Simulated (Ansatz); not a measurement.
Consider LaInO3 (Pnma).

```yaml
crystal:
  lattice:
    - [5.94040, 0.00000, 0.00000]
    - [0.00000, 8.21580, 0.00000]
    - [0.00000, 0.00000, 5.72290]
  atoms:
    - { symbol: La, position: [0.94639, 0.25000, 0.01531] }
    - { symbol: La, position: [0.55361, 0.75000, 0.51531] }
    - { symbol: La, position: [0.44639, 0.25000, 0.48469] }
    - { symbol: La, position: [0.05361, 0.75000, 0.98469] }
    - { symbol: In, position: [0.00000, 0.00000, 0.50000] }
    - { symbol: In, position: [0.50000, 0.00000, 0.00000] }
    - { symbol: In, position: [0.50000, 0.50000, 0.00000] }
    - { symbol: In, position: [0.00000, 0.50000, 0.50000] }
    - { symbol: O, position: [0.04438, 0.25000, 0.61270] }
    - { symbol: O, position: [0.45562, 0.75000, 0.11270] }
    - { symbol: O, position: [0.54438, 0.25000, 0.88730] }
    - { symbol: O, position: [0.95562, 0.75000, 0.38730] }
    - { symbol: O, position: [0.19805, 0.05936, 0.19558] }
    - { symbol: O, position: [0.30195, 0.94064, 0.69558] }
    - { symbol: O, position: [0.69805, 0.44064, 0.30442] }
    - { symbol: O, position: [0.80195, 0.55936, 0.80442] }
    - { symbol: O, position: [0.80195, 0.94064, 0.80442] }
    - { symbol: O, position: [0.69805, 0.05936, 0.30442] }
    - { symbol: O, position: [0.30195, 0.55936, 0.69558] }
    - { symbol: O, position: [0.19805, 0.44064, 0.19558] }
```

Geometry: measured cell, ions relaxed with r2SCAN. The runs that relaxed it are not among those shown. Spin-orbit coupling is left out unless a run names it. PAW set soft_2, made with PBE.

Gaps computed with Ansatz 0.2.0 without a self-energy: r2SCAN 3.56 eV and PBE0 5.09 eV. The mean ε∞ by r2SCAN perturbation theory is 4.47.

Q: Estimate the G0W0@r2SCAN gap with 2×2×2 mesh, 940 empty bands, screening to 130 eV, default PAW files.

About 4.53 eV: on its mesh the run moves the gap from 3.55 eV by +0.97 eV. Among the scalar-relativistic levels given, PBE0 is nearest (+0.56 eV). One-shot corrections scale roughly with one over ε∞, here 0.22. Bands and cutoff are finite, so the gap is not at the basis limit. The miss can reach some tenths of an eV and take either sign; the mesh is an error of its own. The 2×2×2 mesh is coarse for this cell (its supercell is 11 Å along the shortest edge). The RPA ε∞ on it, from the r2SCAN start, is 4.12, 4.23 and 4.34; such meshes misread the long-range screening, most where the gap is narrow. Empty 4f levels lie among the conduction bands. Their place in the start is unsure; it enters the screening, and the edge itself where they lie low. The many-body steps are scalar-relativistic: spin-orbit coupling is not in them.

[Paths, hosts, dates, memory and timing lines, banners, echoed tables and standing remarks are left out of the program output.]

[Logs are printed without paths, hosts, clocks, repeated set-up lines and the standing remarks that a program may print on its own settings, such as how far it seeks lower states.]

[Runs of the session that timed out or met a known fault of the program may be left out.]

[Cells called generated may have been cut or substituted from an entry of the Crystallography Open Database or the Materials Project.]

[Hosts, paths, dates, database ids (printed as entryN), source tags and the programs' standing remarks are cut or masked in the printed files.]
